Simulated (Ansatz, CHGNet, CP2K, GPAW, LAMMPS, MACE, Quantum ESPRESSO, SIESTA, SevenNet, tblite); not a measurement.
# Ga2O3 with crystalline order left by the classical run (95 atoms): other programs against plane waves

One geometry of Ga2O3 with crystalline order left by the classical run (95 atoms) is solved by several programs and methods. How far do their forces lie from a plane-wave PBE run?

Results are calculated, not measured.

**1. The structure**

The cell holds 95 atoms (38 Ga and 57 O), with edges of 9.85, 9.85 and 9.85 Å. Recipe: 95 atoms (38 Fe, 57 O) placed at random at 5.32 g/cm³, melted at 5000 K for 10 ps at fixed volume with the Morse and Coulomb pair potential with partial charges (Pedone, Malavasi, Menziani, Cormack and Segre, J. Phys. Chem. B 110, 11780 (2006)). Quenched from 5000 K to 300 K at 50 K/ps and fixed volume, held 5 ps, then minimised at fixed cell. Then Fe was replaced by Ga and the cell scaled by 1.003 (the potential has no terms for the new elements, so the cell is a start for a DFT relaxation). The density is 6.19 g/cm³.

**2. The reference input**

Quantum ESPRESSO 7.5: Kohn-Sham DFT, PBE, SSSP efficiency 1.3.0 pseudopotentials, plane waves. Its input, pw.in:

```
&control
  calculation = 'scf'
  pseudo_dir = './pseudo'
  outdir = './tmp'
  disk_io = 'none'
  tprnfor = .true.
  tstress = .true.
/
&system
  ibrav = 0
  nat = 95
  ntyp = 2
  ecutwfc = 60
  ecutrho = 480
  nosym = .true.
  occupations = 'smearing'
  smearing = 'fd'
  degauss = 0.003675
/
&electrons
  conv_thr = 4.8e-07
  electron_maxstep = 100
  mixing_beta = 0.4
  mixing_mode = 'plain'
  diagonalization = 'david'
/
ATOMIC_SPECIES
Ga 69.723 Ga.upf
O 15.999 O.upf
CELL_PARAMETERS angstrom
9.84786 0.00000 0.00000
0.00000 9.84786 0.00000
0.00000 0.00000 9.84786
ATOMIC_POSITIONS crystal
Ga 0.68587 0.29262 0.12095
Ga 0.22796 0.30362 0.74094
Ga 0.58196 0.72196 0.76593
Ga 0.94918 0.06182 0.66659
[... 89 atom lines left out ...]
O 0.17517 0.78816 0.14992
O 0.00937 0.71538 0.37971
K_POINTS gamma
```

```console
$ OMP_NUM_THREADS=1 mpirun -np 4 pw.x -in pw.in > output.txt
```

Elapsed: 9.1 min, on 4 MPI ranks of Arm Neoverse V1, shared host; peak memory 3.8 GiB; 36 min of CPU time.

It converged with an r.m.s. force component of 0.33 eV/Å and a pressure of -3.0 GPa.

Its highest filled and lowest empty levels lie 0.91 eV apart on its k-points.

**3. The other programs**

- CHGNet: machine-learned potential, published weights.
- CP2K 2026.2: Gaussian basis with GTH pseudopotentials and a plane-wave density; labels give functional, basis (MOLOPT sets; SR short-range, UZH the newer set with its own potentials), grid cutoff/relative cutoff and solver (OT: orbital transformation; TRS4, TC2, SIGN: linear-scaling purification with its sparsity filter), or its built-in tight binding.
- GPAW 26.7.0: PAW with atomic orbitals (LCAO), plane waves or a real-space grid of spacing h.
- MACE: machine-learned potential, published weights.
- Quantum ESPRESSO 7.5: plane waves; labels (QE) give functional, pseudopotential set and cutoffs of waves/density.
- SIESTA 5.4.2: numerical atomic orbitals, whose automatically made sets are far from complete, with PseudoDojo norm-conserving potentials that we converted to its format (checked against plane waves on the same files for H, C, O, Si, Ge and Ca alone); labels give functional, basis size, energy shift and mesh cutoff.
- SevenNet: machine-learned potential, published weights.
- tblite 0.8.0: extended tight binding, driven from Python.

All use the same cell and atoms, and the electronic-structure runs the same k-mesh.

**4. All runs compared**

Differences are against the reference: forces as r.m.s. over components, share as that over the reference's r.m.s. force, slope as the fitted ratio of a run's forces to the reference's.

```
                                                run  Δ force, r.m.s. (meV/Å)  share (%)  slope  Δ pressure (GPa)  Δ gap (eV)  cores  CPU time  memory (GiB)
                                          reference                        -          -      -                 -           -      4    36 min           3.8
                             CHGNet 0.3.0 potential                      103       30.7  0.926            0.0991           -      1     4.9 s           2.0
     CP2K PBE, DZVP-UZH, 800/50 Ry, diagonalisation                     35.8       10.7  1.001              2.84     -0.0491      4    17 min           7.4
                       GPAW PBE, LCAO dzp, h 0.18 Å                      282       84.3  0.950                 -      -0.127      2   6.9 min           2.2
              GPAW PBE, LCAO dzp, h 0.25 Å (coarse)                      445        133  0.934                 -      -0.139      1   2.9 min          0.91
          GPAW PBE, LCAO sz(dzp), h 0.18 Å (coarse)                      328       98.1  1.008                 -      -0.440      1      90 s           1.4
                   GPAW PBE, grid h 0.24 Å (coarse)                      289       86.5  1.015                 -      0.0485      2   6.7 min           1.6
                    GPAW revPBE, LCAO dzp, h 0.18 Å                      303       90.6  0.930                 -      -0.086      2   6.8 min           2.2
                       MACE MP-0b3 medium potential                     74.0       22.1  0.920             0.231           -      1     9.9 s           1.3
  QE PBE, sssp-1.3.0-efficiency, 25/200 Ry (coarse)                      358        107  0.823             -90.2           -      2   7.7 min          0.99
SIESTA PBE, DZ, shift 0.01 Ry, mesh 500 Ry (coarse)                      136       40.7  0.970              1.63      -0.169      2   4.9 min           2.0
        SIESTA PBE, DZP, shift 0.01 Ry, mesh 200 Ry                     94.3       28.2  1.028              2.40      -0.102      2   4.6 min           1.3
        SIESTA PBE, DZP, shift 0.01 Ry, mesh 500 Ry                     94.4       28.2  1.027              2.33      -0.102      4    15 min           3.7
                            SevenNet l3i5 potential                     57.3       17.1  1.027             0.425           -      1      13 s             2
                                    tblite GFN1-xTB                      220       65.7  0.657              7.59           -      1     9.7 s          0.13
```

Rows marked coarse were listed beforehand as settings not expected to be converged; some can still land near the reference.

Times of the machine-learned potentials are mostly Python's start and the loading of weights.

CPU time is summed over cores on shared hosts, so it is rough.

**5. What came out**

Forces lie from 11 % (CP2K PBE, DZVP-UZH, 800/50 Ry, diagonalisation) to 133 % (GPAW PBE, LCAO dzp, h 0.25 Å, coarse) of the reference's r.m.s. force of 0.33 eV/Å away from it. The PBE runs in local orbitals, coarse settings apart, differ by 11 % (CP2K PBE, DZVP-UZH, 800/50 Ry, diagonalisation) to 84 % (GPAW PBE, LCAO dzp, h 0.18 Å); basis, grid and potentials can all enter. Tight binding differs by 66 % (tblite GFN1-xTB); it is another model, with fitted parameters of its own, and the xTB methods hold dispersion. Machine-learned potentials differ by 17 % (SevenNet l3i5 potential) to 31 % (CHGNet 0.3.0 potential); they were trained on other programs' data.

Rows with another functional or a dispersion term differ by 91 % (GPAW revPBE, LCAO dzp, h 0.18 Å), which mixes the change of model with differences of basis and potentials. Runs with settings chosen to be coarse differ by 41 % (SIESTA PBE, DZ, shift 0.01 Ry, mesh 500 Ry) to 133 % (GPAW PBE, LCAO dzp, h 0.25 Å), their programs' other errors included. From GPAW PBE, LCAO dzp, h 0.25 Å to the finer GPAW PBE, LCAO dzp, h 0.18 Å the share falls from 133 to 84 %. From SIESTA PBE, DZP, shift 0.01 Ry, mesh 200 Ry to the finer SIESTA PBE, DZP, shift 0.01 Ry, mesh 500 Ry the share goes from 28.2 to 28.2 %, so the grid isn't what parts these runs from the reference. Pressures at PBE, coarse settings apart, lie +2.33 to +2.84 GPa from the reference's. Gaps at PBE, coarse settings apart, lie -0.13 to -0.05 eV from the reference's. A pressure off by over 25 GPa (QE PBE, sssp-1.3.0-efficiency, 25/200 Ry) is no usable stress for this cell.

Caveats: Periodic xTB results under one method name differ between programs and library versions. The potentials hold different valence shells: 836 electrons in the reference, 456 in GPAW; this bears on time and differences. GPAW's setups keep the filled d shell of Ga in the core. The reference's pressure holds the uncorrected Pulay stress of its 60 Ry basis, so small pressure differences may be the reference's own error. GPAW's Ga setup keeps the 3d shell in the core. Machine-learned potentials mimic data converged in k, so the reference's own k-point error enters their differences. The quench rate of 50 K/ps is many orders above laboratory rates, so the cell is likely richer in defects and strain than a real sample. The network of bonds at the start is that of the classical potential that made the cell, and needn't be the one that DFT or experiment would give. The electronic-structure runs sample only Γ, in a cell whose shortest periodic width is 10 Å. The reference's pressure of -3.0 GPa reflects the volume that the recipe set, positions that aren't this level's minimum and the basis. The reference's 60/480 Ry lie under the cutoffs that SSSP recommends for Ga (70/560 Ry). Spin–orbit coupling is left out. Where levels are smeared, the DFT runs use Fermi–Dirac occupations at 580 K (0.05 eV), and energies are free energies. The reference's cutoffs and mesh weren't converged further here.

[Logs are printed without paths, hosts, clocks, repeated set-up lines and the standing remarks that a program may print on its own settings, such as how far it seeks lower states.]

[Hosts, paths, dates, database ids (printed as entryN), source tags and the programs' standing remarks are cut or masked in the printed files.]

[Cells were taken only where this reference lay near another plane-wave run.]
